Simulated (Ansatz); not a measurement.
# C4S5O (Pc): the gap up the ladder of methods, part 2 of 3

Wanted: a ladder of band gaps for C4S5O (Pc), from density functionals to G0W0.

Ansatz 0.2.0; density functionals, hybrids and G0W0, plane waves, PAW. Known limits of the many-body steps: finite bands, screening cutoff and k mesh; no spin-orbit coupling in G0W0; screening cutoff under 40 eV in some runs.

So far. Step 4 (PBE on the 6×2×4 mesh): Over mesh and path the gap is 1.582 eV, from k = (-0.500, 0.500, 0.000) to k = (-0.500, 0.000, 0.000). The least direct gap found is 1.653 eV, at k = (-0.500, 0.250, 0.000). PBE against PBEsol: 1.582 − 1.537 = +0.045 eV, with the same mesh, files and cutoff, and both edges at the same k points. Step 5 (r2SCAN on the 6×2×4 mesh): Over mesh and listed points the gap is 1.756 eV, from k = (-0.500, 0.500, 0.000) to k = (-0.500, 0.000, 0.000).

In doubt: masses and optical values from hybrid runs of this build are listed as unsure (step 10), which bears on the screening that GW takes from such a start.

## 6. HSE06 on the 4×2×2 mesh

HSE06 mixes in a quarter of exact exchange at short range.

This step: DFT, HSE06, plane waves, PAW; PAW set soft_1.

Contents of input.yaml:

```yaml
crystal:
  lattice:
    - [3.9638, 0.0, 0.0]
    - [0.0, 11.0211, 0.0]
    - [-2.2503537532, 0.0, 8.5408209769]
  atoms:
    - { symbol: C, position: [0.9954444397, 0.1796739709, 0.3639247569] }
    - { symbol: C, position: [0.9954444397, 0.8203260291, 0.8639247569] }
    - { symbol: C, position: [0.4303161322, 0.201707041, 0.6372972353] }
    - { symbol: C, position: [0.4303161322, 0.798292959, 0.1372972353] }
    - { symbol: C, position: [0.7934383888, 0.3409955639, 0.8579692616] }
    - { symbol: C, position: [0.7934383888, 0.6590044361, 0.3579692616] }
    - { symbol: C, position: [0.3676703384, 0.3173331213, 0.5811982461] }
    - { symbol: C, position: [0.3676703384, 0.6826668787, 0.0811982461] }
    - { symbol: S, position: [0.7175656305, 0.1290236316, 0.2041229421] }
    - { symbol: S, position: [0.7175656305, 0.8709763684, 0.7041229421] }
    - { symbol: S, position: [0.2162793335, 0.0863359043, 0.5167550488] }
    - { symbol: S, position: [0.2162793335, 0.9136640957, 0.0167550488] }
    - { symbol: S, position: [0.7019628428, 0.181898402, 0.8234195846] }
    - { symbol: S, position: [0.7019628428, 0.818101598, 0.3234195846] }
    - { symbol: S, position: [0.0945683707, 0.3332646569, 0.3947420537] }
    - { symbol: S, position: [0.0945683707, 0.6667353431, 0.8947420537] }
    - { symbol: S, position: [0.5678526524, 0.4359530879, 0.6984529155] }
    - { symbol: S, position: [0.5678526524, 0.5640469121, 0.1984529155] }
    - { symbol: O, position: [-0.010268129, 0.3802644671, 0.9759479553] }
    - { symbol: O, position: [-0.010268129, 0.6197355329, 0.4759479553] }
kpoints:
  mp_grid: { grid: [4, 2, 2] }
  band_path:
    path:
      - [0.0, 0.0, 0.0]
      - [0.0, 0.5, 0.0]
      - [0.0, 0.5, 0.5]
      - [0.0, 0.0, 0.5]
      - [-0.5, 0.0, 0.5]
      - [-0.5, 0.5, 0.5]
      - [-0.5, 0.5, 0.0]
      - [-0.5, 0.0, 0.0]
      - [-0.5, 0.25, 0.0]
    npoints: 1
hamiltonian:
  xc: hse06
  pseudopotentials: { kind: paw, azcp: { folder: soft_1 } }
scf:
  occupations: { method: fixed }
  n_extra_bands: 10
output:
  eigenvalues: true
```

Command:

```bash
> ansatz run input.yaml --threads 2 --pin off --max-ram 92160MiB --backend cuda --events-out ev --progress --plain --runs-dir out --devices 1 --max-vram 13GiB
```

Numbers of over 12 decimals in the logs are rounded to 6 here.

Log:

```text
[...]
GPUs: using 1 of 1 available (devices: 1).
[...]
davidson cushion auto → on  (no smearing: the cushion is to keep the highest requested band from converging to the state above it; pin scf.eigensolver.cushion to override)
[...]
GPU FFT provider: cuFFT
GPU libraries: cuBLAS 13.8.2, cuFFT 12.4.0, cuSOLVER 12.3.4
Crystal: 20 atoms, lattice volume = 373.109 Å³
Basis set: ecut = 420 eV, 7335 PW (Γ)
[...]
E sigma→0 (E₀):  -12159.662518 eV
Fermi energy:    2.952383 eV
[...]
--- Band table (eV; the first three rows and the last of 12) ---
  k-point 0: bands = [... 48 lower, 1.8221, 2.2602, 2.5016, 2.5426, 5.9451, 5.9799, 6.7936, 6.9406, ... 6 higher]
  k-point 1: bands = [... 48 lower, 2.1049, 2.1049, 2.6602, 2.6602, 5.9802, 5.9802, 6.7993, 6.7993, ... 6 higher]
  k-point 2: bands = [... 48 lower, 1.8047, 2.1685, 2.4888, 2.5714, 5.9586, 5.9751, 6.8501, 6.9755, ... 6 higher]
  k-point 11: bands = [... 48 lower, 2.0655, 2.0655, 2.7019, 2.7019, 5.7220, 5.7220, 6.6146, 6.6146, ... 6 higher]
[key lines of the parts left out:]
Free energy (F): -12159.662518 eV
```

Wall time 69 s (1 × NVIDIA H100 80GB HBM3 (shared by 6 runs) with 2 threads of AMD EPYC 7R13 (Zen 3), shared host); peak memory 1.8 GiB; 1.7 min of CPU time.

Numbers from this step:

```yaml
gap: 2.352 eV
valence_top_at: C_2
conduction_bottom_at: Y_2
least_direct_gap: 2.427 eV
exact_exchange_fraction: 0.25
```

Over mesh and listed points the gap is 2.352 eV, from k = (-0.500, 0.500, 0.000) to k = (-0.500, 0.000, 0.000). The least direct gap found is 2.427 eV, at k = (-0.500, 0.250, 0.000). HSE06 against PBE: 2.352 − 1.582 = +0.770 eV. The runs also differ in mesh (6×2×4 and 4×2×2), so how much of this comes from the functional alone is not known.

## 7. PBE0 on the 4×2×2 mesh

PBE0 mixes in a quarter of exact exchange at all distances.

This step: DFT, PBE0, plane waves, PAW; PAW set soft_1.

input.yaml: that of step 6 with these lines changed.

```diff
@@ -41,3 +41,3 @@
 hamiltonian:
-  xc: hse06
+  xc: pbe0
   pseudopotentials: { kind: paw, azcp: { folder: soft_1 } }
```

Log:

```text
[...]
GPUs: using 1 of 1 available (devices: 1).
[...]
GPU FFT provider: cuFFT
GPU libraries: cuBLAS 13.8.2, cuFFT 12.4.0, cuSOLVER 12.3.4
Crystal: 20 atoms, lattice volume = 373.109 Å³
Basis set: ecut = 420 eV, 7335 PW (Γ)
Bands: 62, of which v1, the nominal top of the filled ones, is band 52 counted from 1 (51 counted from 0)
Symmetry: 2 space group operations
[...]
k-points: 12 of 16 (time reversal used)
[...]
E sigma→0 (E₀):  -12162.182327 eV
Fermi energy:    2.582677 eV
[...]
--- Band table (eV; the first three rows and the last of 12) ---
  k-point 0: bands = [... 48 lower, 1.4265, 1.8735, 2.1268, 2.1672, 6.3019, 6.3346, 7.1617, 7.3096, ... 6 higher]
  k-point 1: bands = [... 48 lower, 1.7150, 1.7150, 2.2885, 2.2885, 6.3362, 6.3362, 7.1692, 7.1692, ... 6 higher]
  k-point 2: bands = [... 48 lower, 1.4090, 1.7794, 2.1132, 2.1970, 6.3133, 6.3321, 7.2173, 7.3505, ... 6 higher]
  k-point 11: bands = [... 48 lower, 1.6745, 1.6745, 2.3249, 2.3249, 6.0796, 6.0796, 6.9843, 6.9843, ... 6 higher]
[key lines of the parts left out:]
Free energy (F): -12162.182327 eV
```

It took 84 s on 1 × NVIDIA H100 80GB HBM3 (shared by 6 runs) with 2 threads; peak memory 1.8 GiB.

Numbers from this step:

```
gap                     : 3.071 eV
valence top at          : C_2
conduction bottom at    : Y_2
least direct gap        : 3.146 eV
exact-exchange fraction : 0.25
```

Over mesh and listed points the gap is 3.071 eV, from k = (-0.500, 0.500, 0.000) to k = (-0.500, 0.000, 0.000). The least direct gap found is 3.146 eV, at k = (-0.500, 0.250, 0.000). PBE0 against HSE06: 3.071 − 2.352 = +0.719 eV, with the same mesh, files and cutoff, and both edges at the same k points.

## 8. DDH-PBE0 on the 4×2×2 mesh

The input asks for a share of exact exchange of one over the crystal's ε∞, which the program works out first.

This step: DFT, dielectric-dependent PBE0 (fraction 1/eps_inf of PBE), plane waves, PAW; PAW set soft_1.

input.yaml: that of step 7 with these lines changed.

```diff
@@ -26,2 +26,3 @@
     - { symbol: O, position: [-0.010268129, 0.6197355329, 0.4759479553] }
+  host: atoms
 kpoints:
@@ -41,3 +42,6 @@
 hamiltonian:
-  xc: pbe0
+  xc:
+    exchange: pbe
+    correlation: pbe
+    exx: { coeff: inverse_dielectric }
   pseudopotentials: { kind: paw, azcp: { folder: soft_1 } }
```

Log:

```text
[...]
the fraction of exact exchange is that of a crystal of C8S10O2
GPUs: using 1 of 1 available (devices: 1).
[...]
a weight of exact exchange comes from the crystal, and the text's number only plans the run
Solving k-mesh 4×2×2 for the fraction of exact exchange
[...]
E sigma→0 (E₀):  -12161.932198 eV
Fermi energy:    2.615905 eV
[...]
--- Band table (eV; the first three rows and the last of 12) ---
  k-point 0: bands = [... 48 lower, 1.4706, 1.9161, 2.1618, 2.2023, 6.2755, 6.3088, 7.1295, 7.2774, ... 6 higher]
  k-point 1: bands = [... 48 lower, 1.7588, 1.7588, 2.3228, 2.3228, 6.3104, 6.3104, 7.1362, 7.1362, ... 6 higher]
  k-point 2: bands = [... 48 lower, 1.4532, 1.8219, 2.1483, 2.2319, 6.2877, 6.3056, 7.1870, 7.3163, ... 6 higher]
  k-point 11: bands = [... 48 lower, 1.7174, 1.7174, 2.3596, 2.3596, 6.0537, 6.0537, 6.9518, 6.9518, ... 6 higher]
[key lines of the parts left out:]
Free energy (F): -12161.932198 eV
```

The job ended after 1.8 min (1 × NVIDIA H100 80GB HBM3 (shared by 6 runs) with 2 threads; peak memory 3.9 GiB; 2.8 min of CPU time).

This step gave:

| Property | Result |
| --- | --- |
| gap | 3.013 eV |
| valence top at | C_2 |
| conduction bottom at | Y_2 |
| least direct gap | 3.089 eV |
| exact-exchange fraction | 0.2406 |

Over mesh and listed points the gap is 3.013 eV, from k = (-0.500, 0.500, 0.000) to k = (-0.500, 0.000, 0.000). The least direct gap found is 3.089 eV, at k = (-0.500, 0.250, 0.000). DDH-PBE0 against PBE0: 3.013 − 3.071 = −0.058 eV, with the same mesh, files and cutoff, and both edges at the same k points.

## 9. G0W0@PBE, 4×2×2 mesh, 977 empty bands, screening to 110 eV, PAW set soft_1 files

G0W0 replaces the xc potential by a self-energy built once from the orbitals of the start. Levels are corrected in the window of bands that the input names, at points of the mesh.

This step: G0W0 on PBE, plane waves, PAW; PAW set soft_1.

input.yaml: that of step 8 with these lines changed.

```diff
@@ -26,22 +26,6 @@
     - { symbol: O, position: [-0.010268129, 0.6197355329, 0.4759479553] }
-  host: atoms
 kpoints:
   mp_grid: { grid: [4, 2, 2] }
-  band_path:
-    path:
-      - [0.0, 0.0, 0.0]
-      - [0.0, 0.5, 0.0]
-      - [0.0, 0.5, 0.5]
-      - [0.0, 0.0, 0.5]
-      - [-0.5, 0.0, 0.5]
-      - [-0.5, 0.5, 0.5]
-      - [-0.5, 0.5, 0.0]
-      - [-0.5, 0.0, 0.0]
-      - [-0.5, 0.25, 0.0]
-    npoints: 1
 hamiltonian:
-  xc:
-    exchange: pbe
-    correlation: pbe
-    exx: { coeff: inverse_dielectric }
+  xc: pbe
   pseudopotentials: { kind: paw, azcp: { folder: soft_1 } }
@@ -49,4 +33,7 @@
   occupations: { method: fixed }
-  n_extra_bands: 10
-output:
-  eigenvalues: true
+gw:
+  n_empty_bands: 977
+  ecut_chi: 110.0
+  qp_bands: [v4, c4]
+  qp_kpoints: band_edges
+  screening: { model: contour_deformation }
```

Log:

```text
GPUs: using 1 of 1 available (devices: 1).
[...]
GPU FFT provider: cuFFT
GPU libraries: cuBLAS 13.8.2, cuFFT 12.4.0, cuSOLVER 12.3.4
Crystal: 20 atoms, lattice volume = 373.109 Å³
Basis set: ecut = 420 eV, 7335 PW (Γ)
Bands: 72, of which v1, the nominal top of the filled ones, is band 52 counted from 1 (51 counted from 0)
Symmetry: 2 space group operations
[...]
k-points: 12 of 16 (time reversal used)
[...]
0    56      6.3897    -9.0757    -4.3614   -14.4731  0.7598     7.4577     7.4256  root
[...]
11    53      5.4066    -9.3911    -3.5287   -13.6586  0.7497     6.1590     6.1454  root
    11    54      5.4066    -9.3911    -3.5287   -13.6586  0.7497     6.1590     6.1454  root
    11    55      6.1303    -9.6487    -3.9664   -14.6347  0.7493     7.1824     7.1500  root
    11    56      6.1303    -9.6487    -3.9664   -14.6347  0.7493     7.1824     7.1500  root
[key lines of the parts left out:]
SCF converged after 12 iterations
Free energy (F): -12155.921767 eV
Fermi energy:    3.446139 eV
```

Run time: 2 min. Hardware: 1 × NVIDIA H100 80GB HBM3 (shared by 6 runs) with 2 threads; peak memory 4.4 GiB.

Numbers from this step:

* bands summed: 1029
* RPA ε∞ on this mesh (eigenvalues): 2.528, 4.093, 5.150
* plane waves in the screening matrix: 983
* G0W0 gap over the corrected points: 2.992 eV
* k of the valence top: -0.5, -0.5, 0
* k of the conduction bottom: -0.5, 0, 0
* starting gap on the mesh: 1.582 eV
* Z at the valence top: 0.7463
* Z at the conduction bottom: 0.7564
* least direct G0W0 gap over the corrected points: 3.067 eV

Over all 12 irreducible mesh points the G0W0 gap is 2.992 eV, from k = (-0.500, -0.500, 0.000) to k = (-0.500, 0.000, 0.000). The PBE gap of this run on the mesh is 1.582 eV. The two states that bound the G0W0 gap lie that far apart at the start, so the correction of the gap is 2.992 − 1.582 = +1.410 eV.

## 10. G0W0@HSE06, 4×2×2 mesh, 977 empty bands, screening to 110 eV, PAW set soft_1 files

This step: G0W0 on HSE06, plane waves, PAW; PAW set soft_1.

input.yaml: that of step 9 with these lines changed.

```diff
@@ -29,3 +29,3 @@
 hamiltonian:
-  xc: pbe
+  xc: hse06
   pseudopotentials: { kind: paw, azcp: { folder: soft_1 } }
```

Log:

```text
GPUs: using 1 of 1 available (devices: 1).
[...]
GPU FFT provider: cuFFT
GPU libraries: cuBLAS 13.8.2, cuFFT 12.4.0, cuSOLVER 12.3.4
Crystal: 20 atoms, lattice volume = 373.109 Å³
Basis set: ecut = 420 eV, 7335 PW (Γ)
Bands: 72, of which v1, the nominal top of the filled ones, is band 52 counted from 1 (51 counted from 0)
Symmetry: 2 space group operations
[...]
k-points: 12 of 16 (time reversal used)
[...]
0    55      6.7936    -7.6097    -3.8080   -12.0138  0.8085     7.3944     7.3897  root
     0    56      6.9406    -8.7787    -3.8102   -13.2780  0.7977     7.6368     7.6297  root
[...]
11    53      5.7220    -9.0478    -3.3351   -12.9744  0.7909     6.3180     6.3134  root
    11    54      5.7220    -9.0478    -3.3351   -12.9744  0.7909     6.3180     6.3134  root
    11    55      6.6146    -9.1106    -3.6591   -13.5403  0.7935     7.3943     7.3852  root
    11    56      6.6146    -9.1106    -3.6591   -13.5403  0.7935     7.3943     7.3852  root
[key lines of the parts left out:]
Free energy (F): -12159.662518 eV
Fermi energy:    2.952387 eV
```

Wall time 5.8 min (1 × NVIDIA H100 80GB HBM3 (shared by 6 runs) with 2 threads); peak memory 5 GiB.

This step gave:

- bands summed: 1029
- RPA ε∞ on this mesh (eigenvalues): 2.283, 3.440, 4.213
- plane waves in the screening matrix: 983
- G0W0 gap over the corrected points: 3.414 eV
- k of the valence top: -0.5, -0.5, 0
- k of the conduction bottom: -0.5, 0, 0
- starting gap on the mesh: 2.352 eV
- Z at the valence top: 0.7878
- Z at the conduction bottom: 0.7964
- least direct G0W0 gap over the corrected points: 3.491 eV

Over all 12 irreducible mesh points the G0W0 gap is 3.414 eV, from k = (-0.500, -0.500, 0.000) to k = (-0.500, 0.000, 0.000). The HSE06 gap of this run on the mesh is 2.352 eV. The two states that bound the G0W0 gap lie that far apart at the start, so the correction of the gap is 3.414 − 2.352 = +1.062 eV. G0W0@HSE06 against G0W0@PBE with 1029 bands: 3.414 − 2.992 = +0.422 eV, with the same mesh, files and cutoffs, and both edges at the same k points.

(Continued in part 3 of 3.)

[Paths, hosts, dates, memory and timing lines, banners, echoed tables and standing remarks are left out of the program output.]

[Logs are printed without paths, hosts, clocks, repeated set-up lines and the standing remarks that a program may print on its own settings, such as how far it seeks lower states.]

[Runs of the session that timed out or met a known fault of the program may be left out.]

[Cells called generated may have been cut or substituted from an entry of the Crystallography Open Database or the Materials Project.]

[Hosts, paths, dates, database ids (printed as entryN), source tags and the programs' standing remarks are cut or masked in the printed files.]

[Where an RPA ε∞ is given, it is that of the G0W0 mesh and is not shown converged in it. Names of k-points follow the symmetry that the program found, which can be lower than the space group named. Band edges on a path are those of the sampled points; other points can move an edge, and change direct to indirect where valleys lie close.]

[Hybrid gaps are those of their k-mesh and are not shown converged in it.]
